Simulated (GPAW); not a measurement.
## 2H-VSSe monolayer in an electric field

Wanted: the out-of-plane polarisability of 2H-VSSe monolayer.

Main program and level: GPAW 26.7.0; GPAW, PAW setups; layer in a repeated cell with vacuum, relaxation of atoms and in-plane cell, in the first sound run; inputs show where later runs differ.

**1. The starting structure**

The cell holds 3 atoms: 1 Se, 1 V and 1 S. Cell: a = 3.250 Å, b = 3.250 Å, c = 21.366 Å, α = 90.0°, β = 90.0°, γ = 120.0°. Vacuum lies along c.

**2. Relaxation**

Forces are removed first; all later runs use this geometry.

run.py reads:

```python
import json
import numpy as np
from ase import Atoms
from ase.filters import FrechetCellFilter
from ase.optimize import BFGS
from gpaw import GPAW, PW

slab = Atoms(
    ['Se', 'V', 'S'],
    positions=[
        [-0.00000, 1.87639, 9.00000],
        [0.00000, 0.00000, 10.79543],
        [-0.00000, 1.87639, 12.36609]],
    cell=[[3.25, 0.0, 0.0], [-1.625, 2.81458, 0.0], [0.0, 0.0, 21.3661]],
    pbc=[True, True, True],
    magmoms=[0.0, 1.0, 0.0])

slab.calc = GPAW(mode=PW(600), xc='PBE', kpts={'size': (12, 12, 1), 'gamma': True},
                 occupations={'name': 'fermi-dirac', 'width': 0.05}, nbands='160%',
                 convergence={'density': 1e-05}, maxiter=200,
                 symmetry={'tolerance': 1e-3}, txt='slab.txt')
result = {}
# The in-plane cell is free; stress needs a cell that repeats along all three vectors
path = []
opt = BFGS(FrechetCellFilter(slab, mask=[1, 1, 0, 0, 0, 1]), maxstep=0.2)
opt.attach(lambda: path.append((slab.get_potential_energy(), slab.positions.tolist(), slab.get_forces().tolist())))
result['relaxed'] = bool(opt.run(fmax=0.02, steps=45))
result['path'] = path
result['cell'] = slab.cell.tolist()
print('in-plane lattice', slab.cell.cellpar().round(4)[[0, 1, 5]])
energy = slab.get_potential_energy()
fermi = slab.calc.get_fermi_level()
v = slab.calc.get_electrostatic_potential().mean((0, 1)) - fermi
n = slab.calc.get_pseudo_density().mean((0, 1))
L = slab.cell[2, 2]
z = np.arange(len(v)) * L / len(v)
low, high = slab.positions[:, 2].min(), slab.positions[:, 2].max()
below, above = np.interp([low - 6.8, high + 6.8], z, v)
slopes = [np.interp(x, z, np.gradient(v, z)) for x in (low - 6.8, high + 6.8)]
eps = np.array([[slab.calc.get_eigenvalues(k, s) for k in range(len(slab.calc.get_ibz_k_points()))]
                for s in range(slab.calc.get_number_of_spins())]) - fermi
top, bottom = eps[eps < 0].max(), eps[eps > 0].min()
dipole = slab.get_dipole_moment()[2]
print(f'energy {energy:.4f} eV, Fermi level {fermi:.4f} eV, dipole {dipole:.5f} e A')
print(f'potential 6.8 A off the faces, from the Fermi level: lower {below:.4f} eV, upper {above:.4f} eV')
print(f'slope of the potential there: lower {slopes[0]:.5f}, upper {slopes[1]:.5f} eV/A')
print(f'nearest levels on the mesh: {top:.4f} and {bottom:.4f} eV')
print('magnetic moment', round(slab.get_magnetic_moment(), 3))
result.update(energy=energy, fermi=fermi, dipole=dipole, below=below, above=above, slopes=slopes, edges=[top, bottom],
              z=z.tolist(), v=v.tolist(), n=n.tolist(), positions=slab.positions.tolist(),
              forces=slab.get_forces(apply_constraint=False).tolist(), moments=slab.get_magnetic_moments().tolist())
json.dump(result, open('result.json', 'w'))
```

Started as:

```bash
$ OMP_NUM_THREADS=1 OPENBLAS_NUM_THREADS=1 python run.py
```

What it wrote:

```text
Step          Energy          fmax
BFGS:    0      -18.241527        1.749610
BFGS:    1      -18.317212        1.436828
BFGS:    2      -18.461642        0.375556
BFGS:    3      -18.469351        0.229238
BFGS:    4      -18.471624        0.191023
BFGS:    5      -18.477208        0.144129
BFGS:    6      -18.477855        0.120800
BFGS:    7      -18.478441        0.032130
BFGS:    8      -18.478474        0.005510
in-plane lattice [  3.2647   3.2647 120.    ]
energy -18.4754 eV, Fermi level -2.1199 eV, dipole -0.02919 e A
potential 6.8 A off the faces, from the Fermi level: lower 5.5274 eV, upper 5.6531 eV
slope of the potential there: lower -0.02685, upper -0.02686 eV/A
nearest levels on the mesh: -0.0221 and 0.0198 eV
magnetic moment 0.951
```

Run time: 15 min. Hardware: 1 thread of Arm Neoverse V1, shared host; peak memory 0.62 GiB.

This step gave:

| Item | Value |
| --- | --- |
| dipole along the normal | -0.02919 e·Å |
| levels nearest the Fermi level on the mesh | -0.02210, 0.01984 eV from the Fermi level |
| site moments | -0.05268, 0.8736, -0.01630 μB |
| sum of the site moments | 0.8046 μB |

The electrostatic potential energy of an electron (without an applied field's), less the Fermi level, planar mean by z:

```
z (Å)  electrostatic potential energy of an electron (without an applied field's), less the Fermi level, planar mean (eV)
    0                                                                                                                5.59
    1                                                                                                                5.56
    2                                                                                                                5.54
    3                                                                                                                5.51
    4                                                                                                                5.48
    5                                                                                                                5.46
    6                                                                                                                5.42
    7                                                                                                                5.31
    8                                                                                                                3.50
    9                                                                                                               -18.7
   10                                                                                                               -3.78
   11                                                                                                               -12.2
   12                                                                                                               -13.7
   13                                                                                                                1.58
   14                                                                                                                5.61
   15                                                                                                                5.75
   16                                                                                                                5.73
   17                                                                                                                5.71
   18                                                                                                                5.68
   19                                                                                                                5.65
   20                                                                                                                5.63
   21                                                                                                                5.60
```

Pseudo valence density, planar mean against z:

```
z (Å)  pseudo valence density, planar mean (e/Å³)
  5.5                                      5.5e-5
  6.0                                      2.4e-4
  6.5                                     0.00103
  7.0                                     0.00459
  7.5                                      0.0210
  8.0                                      0.0924
  8.5                                       0.305
  9.0                                       0.267
  9.5                                       0.432
 10.0                                       0.381
 10.5                                        1.02
 11.0                                        1.31
 11.5                                       0.474
 12.0                                       0.457
 12.5                                       0.394
 13.0                                       0.205
 13.5                                      0.0490
 14.0                                      0.0101
 14.5                                     0.00208
 15.0                                      4.4e-4
 15.5                                      9.7e-5
```

Site moment by atom:

```
atom  site moment (μB)
 Se1            -0.053
  V2             0.874
  S3            -0.016
```

The relaxation lowered the energy of the cell by 0.235 eV (energies extrapolated to zero smearing; the optimiser's log prints free energies). The largest force left on a free atom is 0.0055 eV/Å.

**3. Plane waves, PBE**

With the geometry fixed, the planar mean of the potential gives the vacuum level on each side.

This step: GPAW, PAW setups; slab in vacuum (GPAW 26.7.0).

The cell differs from the one that the last finished run ended in (c 21.366 → 21.088 Å).

Edit run.py of step 2 so:

```diff
@@ -3,4 +3,2 @@
 from ase import Atoms
-from ase.filters import FrechetCellFilter
-from ase.optimize import BFGS
 from gpaw import GPAW, PW
@@ -10,22 +8,15 @@
     positions=[
-        [-0.00000, 1.87639, 9.00000],
-        [0.00000, 0.00000, 10.79543],
-        [-0.00000, 1.87639, 12.36609]],
-    cell=[[3.25, 0.0, 0.0], [-1.625, 2.81458, 0.0], [0.0, 0.0, 21.3661]],
-    pbc=[True, True, True],
+        [0.00000, 1.88488, 9.00000],
+        [-0.00000, -0.00000, 10.66197],
+        [0.00000, 1.88488, 12.08839]],
+    cell=[[3.2647, 0.0, 0.0], [-1.63235, 2.82731, 0.0], [0.0, 0.0, 21.0884]],
+    pbc=[True, True, False],
     magmoms=[0.0, 1.0, 0.0])
 
-slab.calc = GPAW(mode=PW(600), xc='PBE', kpts={'size': (12, 12, 1), 'gamma': True},
+slab.calc = GPAW(mode=PW(400), xc='PBE', kpts={'size': (12, 12, 1), 'gamma': True},
                  occupations={'name': 'fermi-dirac', 'width': 0.05}, nbands='160%',
                  convergence={'density': 1e-05}, maxiter=200,
+                 poissonsolver={'dipolelayer': 'xy'},
                  symmetry={'tolerance': 1e-3}, txt='slab.txt')
 result = {}
-# The in-plane cell is free; stress needs a cell that repeats along all three vectors
-path = []
-opt = BFGS(FrechetCellFilter(slab, mask=[1, 1, 0, 0, 0, 1]), maxstep=0.2)
-opt.attach(lambda: path.append((slab.get_potential_energy(), slab.positions.tolist(), slab.get_forces().tolist())))
-result['relaxed'] = bool(opt.run(fmax=0.02, steps=45))
-result['path'] = path
-result['cell'] = slab.cell.tolist()
-print('in-plane lattice', slab.cell.cellpar().round(4)[[0, 1, 5]])
 energy = slab.get_potential_energy()
```

What it wrote:

```text
energy -18.4374 eV, Fermi level -2.0754 eV, dipole -0.02195 e A
potential 6.8 A off the faces, from the Fermi level: lower 5.3764 eV, upper 5.8084 eV
slope of the potential there: lower -0.00001, upper 0.00000 eV/A
nearest levels on the mesh: -0.0197 and 0.0224 eV
magnetic moment 0.949
```

It took 64 s on 1 thread; peak memory 0.25 GiB.

Numbers from this step:

* dipole along the normal: -0.02195 e·Å
* levels nearest the Fermi level on the mesh: -0.01967, 0.02237 eV from the Fermi level
* upper work function: 5.808 eV
* lower work function: 5.376 eV
* site moments: -0.05245, 0.8711, -0.01609 μB
* sum of the site moments: 0.8026 μB

Electrostatic potential energy of an electron (without an applied field's), less the Fermi level, planar mean against z:

```
z (Å)  electrostatic potential energy of an electron (without an applied field's), less the Fermi level, planar mean (eV)
  0.0                                                                                                                5.59
  0.5                                                                                                                5.38
  1.0                                                                                                                5.38
  1.5                                                                                                                5.38
  2.0                                                                                                                5.38
  2.5                                                                                                                5.38
  3.0                                                                                                                5.38
  3.5                                                                                                                5.38
  4.0                                                                                                                5.38
  4.5                                                                                                                5.38
  5.0                                                                                                                5.38
  5.5                                                                                                                5.37
  6.0                                                                                                                5.37
  6.5                                                                                                                5.34
  7.0                                                                                                                5.23
  7.5                                                                                                                4.74
  8.0                                                                                                                2.53
  8.5                                                                                                               -6.25
  9.0                                                                                                               -20.6
  9.5                                                                                                               -7.95
 10.0                                                                                                               -4.55
 10.5                                                                                                               -12.7
 11.0                                                                                                               -9.94
 11.5                                                                                                               -5.95
 12.0                                                                                                               -16.8
 12.5                                                                                                               -6.25
 13.0                                                                                                                3.03
 13.5                                                                                                                5.24
 14.0                                                                                                                5.69
 14.5                                                                                                                5.78
 15.0                                                                                                                5.80
 15.5                                                                                                                5.81
 16.0                                                                                                                5.81
 16.5                                                                                                                5.81
 17.0                                                                                                                5.81
 17.5                                                                                                                5.81
 18.0                                                                                                                5.81
 18.5                                                                                                                5.81
 19.0                                                                                                                5.81
 19.5                                                                                                                5.81
 20.0                                                                                                                5.81
 20.5                                                                                                                5.81
```

Pseudo valence density, planar mean against z:

z (Å), pseudo valence density, planar mean (e/Å³) and a bar:
```
        5       0.00 
        6       0.00 
        7       0.01 
        8       0.14 ####
        9       0.23 #######
       10       0.43 #############
       11       0.96 ##############################
       12       0.41 #############
       13       0.15 #####
       14       0.01 
       15       0.00 
       16       0.00
```

The potential is flat to 6.4e-6 eV/Å where it is read, so the vacuum is wide enough.

**4. In a field**

A uniform field along the normal polarises the slab; the atoms stay fixed, so this is the electronic response alone.

Edit run.py of step 3 so:

```diff
@@ -4,2 +4,3 @@
 from gpaw import GPAW, PW
+from gpaw.external import ConstantElectricField
 
@@ -19,2 +20,3 @@
                  poissonsolver={'dipolelayer': 'xy'},
+                 external=ConstantElectricField(-0.2, [0, 0, 1]),
                  symmetry={'tolerance': 1e-3}, txt='slab.txt')
```

What it wrote:

```text
energy -18.4474 eV, Fermi level -2.0737 eV, dipole -0.07587 e A
potential 6.8 A off the faces, from the Fermi level: lower 4.8442 eV, upper 6.3315 eV
slope of the potential there: lower -0.00000, upper 0.00000 eV/A
nearest levels on the mesh: -0.0277 and 0.0139 eV
magnetic moment 0.954
```

Wall time 4.2 min (1 thread); peak memory 0.44 GiB.

Numbers from this step:

```
dipole along the normal                                         : -0.07587 e·Å
levels nearest the Fermi level on the mesh                      : -0.02769, 0.01395 eV from the Fermi level
site moments                                                    : -0.05291, 0.8761, -0.01696 μB
sum of the site moments                                         : 0.8063 μB
potential below the slab, the applied field's own ramp left out : 4.844 eV from the Fermi level
potential above the slab, the applied field's own ramp left out : 6.331 eV from the Fermi level
```

The electrostatic potential energy of an electron (without an applied field's), less the Fermi level, planar mean by z:

z (Å), electrostatic potential energy of an electron (without an applied field's), less the Fermi level, planar mean (eV) and a bar from the least value:
```
        0        5.6 #############################
        1        4.8 ############################
        2        4.8 ############################
        3        4.8 ############################
        4        4.8 ############################
        5        4.8 ############################
        6        4.8 ############################
        7        4.7 ############################
        8        2.1 #########################
        9      -20.9 
       10       -4.6 ##################
       11       -9.8 ############
       12      -16.5 #####
       13        3.5 ###########################
       14        6.2 ##############################
       15        6.3 ##############################
       16        6.3 ##############################
       17        6.3 ##############################
       18        6.3 ##############################
       19        6.3 ##############################
       20        6.3 ##############################
```

The dipole is now -0.0759 e Å, against -0.022 in the run without a field.

(Part 1 of 3 ends here.)

[Logs are printed without paths, hosts, clocks, repeated set-up lines and the standing remarks that a program may print on its own settings, such as how far it seeks lower states.]

[Hosts, paths, dates, database ids (printed as entryN), source tags and the programs' standing remarks are cut or masked in the printed files.]
